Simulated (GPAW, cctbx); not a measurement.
# W4N3: what bonding does to one electron reflection, worked out

W4N3, Pm-3m (no. 221), a = 4.2773 Å, b = 4.2773 Å, c = 4.2773 Å, α = 90.00°, β = 90.00°, γ = 90.00°.

```
atom  mult.    x    y    z
  W1      1  1/2  1/2  1/2
  W2      3  1/2    0    0
  N1      3    0  1/2  1/2
```

The cell comes from substitution in a known structure type and wasn't matched to any measured phase.

A DFT run (GPAW, PBE, 550 eV, 5×5×5 k-points, Fermi–Dirac width 0.05 eV) gives the static X-ray structure factor of 011 as 5.189 e for the conventional cell; superposed free atoms give 5.100 e. **Problem.** Find the Fourier component V of the crystal potential and the two-beam extinction distance at 300 kV in both cases.

## Step 1: Geometry

The cell volume is Ω = 78.26 Å³ and d(011) = 3.0245 Å, so g = 1/d = 0.3306 Å⁻¹.

## Step 2: The nuclei

Electrons feel nuclei as well as electrons, so the nuclear charges are summed with the same phases.

Phase sums Σ exp(2πi h·x), turned so that the total is real and positive: W 0.000, N +1.000. Then F_Z = 74 × (0.000) + 7 × (+1.000) = 7.00 e. The electron term has the same sign for this reflection.

## Step 3: Mott–Bethe

Poisson's equation, term by term, gives V = (e/4πε₀)(F_Z − F)/(πΩg²), with e/4πε₀ = 14.3996 V Å.

The prefactor is 14.3996 × 3.0245²/(π × 78.26) = 0.53579 V per electron. Free atoms: (7.00 − 5.100) × 0.53579 = 1.018 V. Crystal: (7.00 − 5.189) × 0.53579 = 0.970 V. F changes by +1.75 % and V by -4.7 %: the same 0.09 e is measured against F_Z − F = 1.9 e in place of F = 5.1 e.

## Step 4: Extinction distance

In the two-beam case ξ = 1/(λU) with U = 2γm₀eV/h², that is ξ = 150.41 V Å²/(γλV).

At 300 kV, λ = 0.01969 Å and γ = 1.5871. Free atoms: ξ = 4729 Å. Crystal: ξ = 4961 Å. The thickness fringes go as sin²(πt/ξ), so the two patterns slip by a quarter of a period when t|1/ξ₁ − 1/ξ₀| = 1/4, at t ≈ 2524 nm, thicker than usual samples. Thermal motion, absorption and many-beam coupling, left out here, change a real pattern.

## Step 5: Answer

V(011) is 0.97 V against 1.02 V, and ξ is 4961 against 4729 Å. Limits: static atoms, two beams.

[Outputs are excerpts: Python notices, other lines and further rows are left out; steps that failed or that the build refused (PBEsol, TPSS) are not shown.]

[Logs are printed without paths, hosts, clocks, repeated set-up lines and the standing remarks that a program may print on its own settings, such as how far it seeks lower states.]
